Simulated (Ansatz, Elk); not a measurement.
# Bonding as seen by X-rays: Ba3V, part 2 of 2

Structure refinements treat a crystal as free atoms side by side. For a made-up structure of Ba3V (cell and positions from a PBEsol relaxation) the runs below show what the calculated density changes in F(hkl).

Elk 11.2.3 (patched build); all-electron DFT.

So far: The structure; Ground state and structure factors; The magnetisation density; The highest occupied states alone.

The structure was built from a prototype and need not be the compound's stable phase.

### 5. Another functional

Level of this step: DFT, LDA (Perdew-Wang), all-electron APW+lo, Dirac cores, scalar-relativistic bands, static density, ferromagnetic start (Elk).

The difference from free atoms is small, so it is set against the change that LDA (Perdew-Wang) makes.

Contents of elk.in:

```
tasks
  0
  195
  196

xctype
  3

spinpol
  .true.

rgkmax
  7.0

gmaxvr
  14.0

lmaxo
  7

lmaxapw
  8

swidth
  0.002

tshift
  .false.

ramdisk
  .false.

hmaxvr
  5.5

maxscl
  120

epspot
  1e-06

reducebf
  0.8

sppath
  './'

avec
  7.84063831645 -0.00000000000 -0.00000000000
  -3.92031915822 6.79019196393 -0.00000000000
  0.00000000000 -0.00000000000 22.68866168576

atoms
  2
  'Ba.in'
  3
  0.6666666667 0.3333333333 0.3021028042   0.000000 0.000000 0.000000
  0.6666666667 0.3333333333 0.6978971958   0.000000 0.000000 0.000000
  -0.0000000000 0.0000000000 0.0000000000   0.000000 0.000000 0.000000
  'V.in'
  1
  -0.0000000000 0.0000000000 0.5000000000   0.000000 0.000000 -0.160000

ngridk
  5 5 2
```

Command:

```console
> OMP_NUM_THREADS=4 elk
```

Numbers of over 12 decimals in the logs are rounded to 6 here.

The program printed:

```text
┌─────────────────────────┐
│ Elk code version 11.2.3 │
└─────────────────────────┘

All units are atomic (Hartree, Bohr, etc.)

┌─────────────────────────────────────────────────┐
│ Ground-state run starting from atomic densities │
└─────────────────────────────────────────────────┘

Lattice vectors :
   7.840638316      -0.000000000      -0.000000000
  -3.920319158       6.790191964      -0.000000000
   0.000000000      -0.000000000       22.68866169

Reciprocal lattice vectors :
  0.8013614522      0.4626662501       0.000000000
[...]
total in muffin-tins        :    182.4894398
 total calculated charge     :    190.9999285
 total charge                :    191.0000000
 error                       :   0.7152095839E-04

Moments :
 interstitial                :   0.7178270810
 muffin-tins
  species : 1 (Ba)
[...]
atom 3                    :  -0.3848323792E-01
  species : 2 (V)
   atom 1                    :    2.806472490
 total in muffin-tins        :    2.886694287
 total moment                :    3.604521368

┌──────────────────────────────┐
│ Self-consistent loop stopped │
└──────────────────────────────┘

Wrote STATE.OUT
[key lines of the parts left out:]
total energy                :     -25346.650340240
```

The job ended after 1.8 min (4 threads of Arm Neoverse V2, shared host; peak memory 0.47 GiB; 5.5 min of CPU time).

Against the first run R = 0.02 %; the largest change is -0.042 at 0 0 13. The moment goes from 3.67 to 3.60 μB.

### 6. A coarser k-mesh

About half the k-points along each axis test the sampling.

Changes to elk.in since step 5:

```diff
@@ -6,3 +6,3 @@
 xctype
-  3
+  20
 
@@ -64,2 +64,2 @@
 ngridk
-  5 5 2
+  2 2 1
```

Command:

```console
> OMP_NUM_THREADS=4 elk
```

The program printed:

```text
┌─────────────────────────┐
│ Elk code version 11.2.3 │
└─────────────────────────┘

All units are atomic (Hartree, Bohr, etc.)

┌─────────────────────────────────────────────────┐
│ Ground-state run starting from atomic densities │
└─────────────────────────────────────────────────┘

Lattice vectors :
   7.840638316      -0.000000000      -0.000000000
  -3.920319158       6.790191964      -0.000000000
   0.000000000      -0.000000000       22.68866169

Reciprocal lattice vectors :
  0.8013614522      0.4626662501       0.000000000
[...]
total in muffin-tins        :    182.4976884
 total calculated charge     :    191.0000078
 total charge                :    191.0000000
 error                       :   0.7845447158E-05

Moments :
 interstitial                :   0.3306761381
 muffin-tins
  species : 1 (Ba)
[...]
atom 3                    :  -0.1402719151
  species : 2 (V)
   atom 1                    :    2.711058639
 total in muffin-tins        :    2.656192586
 total moment                :    2.986868724

┌──────────────────────────────┐
│ Self-consistent loop stopped │
└──────────────────────────────┘

Wrote STATE.OUT
[key lines of the parts left out:]
total energy                :     -25367.373400252
```

Wall time 75 s (4 threads); peak memory 0.61 GiB.

Against the first run R = 0.02 %; the largest change is +0.337 at 003. The moment goes from 3.67 to 2.99 μB.

### 7. Basis size

A smaller basis shows how fast F responds to it; the change is likely larger than the basis error of the first run, but doesn't show convergence.

Changes to elk.in since step 6:

```diff
@@ -12,3 +12,3 @@
 rgkmax
-  7.0
+  5.5
 
@@ -64,2 +64,2 @@
 ngridk
-  2 2 1
+  5 5 2
```

Command:

```console
> OMP_NUM_THREADS=4 elk
```

The program printed:

```text
┌─────────────────────────┐
│ Elk code version 11.2.3 │
└─────────────────────────┘

All units are atomic (Hartree, Bohr, etc.)

┌─────────────────────────────────────────────────┐
│ Ground-state run starting from atomic densities │
└─────────────────────────────────────────────────┘

Lattice vectors :
   7.840638316      -0.000000000      -0.000000000
  -3.920319158       6.790191964      -0.000000000
   0.000000000      -0.000000000       22.68866169

Reciprocal lattice vectors :
  0.8013614522      0.4626662501       0.000000000
[...]
total in muffin-tins        :    182.2270027
 total calculated charge     :    190.9999183
 total charge                :    191.0000000
 error                       :   0.8171589943E-04

Moments :
 interstitial                :   0.7074186302
 muffin-tins
  species : 1 (Ba)
[...]
atom 3                    :  -0.4541396676E-01
  species : 2 (V)
   atom 1                    :    2.683323591
 total in muffin-tins        :    2.737053313
 total moment                :    3.444471943

┌──────────────────────────────┐
│ Self-consistent loop stopped │
└──────────────────────────────┘

Wrote STATE.OUT
[key lines of the parts left out:]
total energy                :     -25367.172611892
```

Wall time 3.8 min (4 threads); peak memory 0.64 GiB; 12 min of CPU time.

Against the first run R = 0.03 %; the largest change is -0.113 at 004. The moment goes from 3.67 to 3.44 μB.

### 8. Settings against the effect

```tsv
run	R against the first run (%)	R against neutral atoms, low angle (%)	wall time
PBE, rgkmax 7	0.00	0.06	3.7 min
LDA (Perdew-Wang)	0.02	0.06	1.8 min
k-mesh 2×2×1	0.02	0.08	75 s
rgkmax 5.5	0.03	0.07	3.8 min
```

### 9. Results

```yaml
r_against_neutral_atoms_sin_theta_lambda_0p3_a_minus1: 0.06 %
r_against_neutral_atoms_0p3_to_0p70_a_minus1: 0.11 %
```

**Reading.** Independent neutral atoms miss the calculated amplitudes by R = 0.06 % below 0.3 Å⁻¹ and 0.11 % from there to 0.70 Å⁻¹; by shells, 0.15 % below 0.15 Å⁻¹ (5 forms), 0.05 % 0.15 to 0.3 (17 forms), 0.03 % 0.3 to 0.45 (30 forms), 0.14 % above 0.45 (97 forms). Bonding, aspherical density and the tables' own atoms all enter these figures, and the runs don't part them. The largest change of an amplitude is -0.19 electrons, at 006. R counts amplitudes alone; phases shift too. The magnetic order is that of the start. No other order was tried here, and an antiferromagnetic one would change or move the magnetic intensity. The window's part falls from 11.0 electrons at the origin to at most 0.30 between 0.45 and 0.70 Å⁻¹. Below 0.3 Å⁻¹ the changes that finished (LDA (Perdew-Wang), k-mesh 2×2×1 and rgkmax 5.5) move F by R = 0.05 % at most, against the 0.06 % that separates it from free atoms, so the difference from free atoms isn't resolved. A single amplitude moves by up to 0.34 electrons, against 0.19 for the largest difference from free atoms. The magnetic factors move by R = 1.6 % (LDA (Perdew-Wang)), 5.2 % (k-mesh 2×2×1) and 3.9 % (rgkmax 5.5), so they aren't settled to better than that. Part of the difference isn't bonding: the tables are fits to free atoms and ions calculated by other methods than this functional. Thermal motion, anomalous dispersion and extinction are left out.

[Logs are printed without paths, hosts, clocks, repeated set-up lines and the standing remarks that a program may print on its own settings, such as how far it seeks lower states.]

[Hosts, paths, dates, database ids (printed as entryN), source tags and the programs' standing remarks are cut or masked in the printed files.]
